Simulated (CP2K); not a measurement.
Ethanethiol has these distinct C atoms: C1 (bonded to C and 3 H) and C2 (bonded to C, S and 2 H).

```xyz
9

C    -0.8127    0.5358    0.0551
C     0.1109   -0.6623   -0.1414
S     1.7327   -0.5149    0.6953
H    -1.7874    0.3516   -0.4217
H    -0.3848    1.4430   -0.3928
H    -0.9808    0.7342    1.1214
H    -0.3265   -1.5707    0.2965
H     0.2791   -0.8714   -1.2059
H     2.1696    0.5547   -0.0065
```

Their partial C K spectra (CP2K XAS_TDP, all-electron GAPW, PBEh(45%), aug-cc-pVDZ, TDA, GW2X-corrected core level, no relativity) are given in random order, each times the number of alike atoms.

Gaussian full width 0.5 eV, oscillator strength per eV, alike atoms added, rows of zeros left out:

| E (eV) | curve 1 | curve 2 |
| --- | --- | --- |
| 289.00 | 0.000 | 0.001 |
| 289.25 | 0.000 | 0.013 |
| 289.50 | 0.001 | 0.061 |
| 289.75 | 0.007 | 0.071 |
| 290.00 | 0.013 | 0.025 |
| 290.25 | 0.010 | 0.021 |
| 290.50 | 0.026 | 0.023 |
| 290.75 | 0.056 | 0.017 |
| 291.00 | 0.047 | 0.036 |
| 291.25 | 0.016 | 0.036 |
| 291.50 | 0.006 | 0.015 |
| 291.75 | 0.011 | 0.004 |
| 292.00 | 0.022 | 0.001 |
| 292.25 | 0.017 | 0.004 |
| 292.50 | 0.008 | 0.010 |
| 292.75 | 0.011 | 0.011 |
| 293.00 | 0.029 | 0.018 |
| 293.25 | 0.057 | 0.036 |
| 293.50 | 0.054 | 0.055 |
| 293.75 | 0.027 | 0.045 |
| 294.00 | 0.018 | 0.014 |
| 294.25 | 0.020 | 0.006 |
| 294.50 | 0.023 | 0.008 |
| 294.75 | 0.018 | 0.007 |
| 295.00 | 0.019 | 0.007 |
| 295.25 | 0.023 | 0.007 |
| 295.50 | 0.011 | 0.018 |
| 295.75 | 0.002 | 0.028 |
| 296.00 | 0.000 | 0.013 |
| 296.25 | 0.000 | 0.002 |
| 296.50 | 0.001 | 0.001 |
| 296.75 | 0.001 | 0.001 |
| 297.00 | 0.001 | 0.001 |
| 297.25 | 0.003 | 0.003 |
| 297.50 | 0.007 | 0.007 |
| 297.75 | 0.011 | 0.009 |
| 298.00 | 0.016 | 0.014 |
| 298.25 | 0.009 | 0.013 |
| 298.50 | 0.006 | 0.014 |
| 298.75 | 0.018 | 0.020 |

Which curve belongs to which atom?

Curve 1: C1 (bonded to C and 3 H), leading line at 289.98 eV (f = 0.007 an atom), ionisation energy 292.23 eV, term value 2.25 eV. Curve 2: C2 (bonded to C, S and 2 H), leading line at 289.65 eV (f = 0.042 an atom), ionisation energy 292.66 eV, term value 3.01 eV. The leading line of an atom is its first one with 35 % of the strongest within 2.5 eV of its lowest line over the strength cut. A line lies at the core ionisation energy, which rises as an atom loses charge to its neighbours or to a π system, less the term value, which is large for a low π* or σ* orbital with weight on that atom.

[Banner, clock and machine lines of the logs are left out without a mark of their own.]

[Logs are printed without paths, hosts, clocks, repeated set-up lines and the standing remarks that a program may print on its own settings, such as how far it seeks lower states.]

[Hosts, paths, dates, database ids (printed as entryN), source tags and the programs' standing remarks are cut or masked in the printed files.]
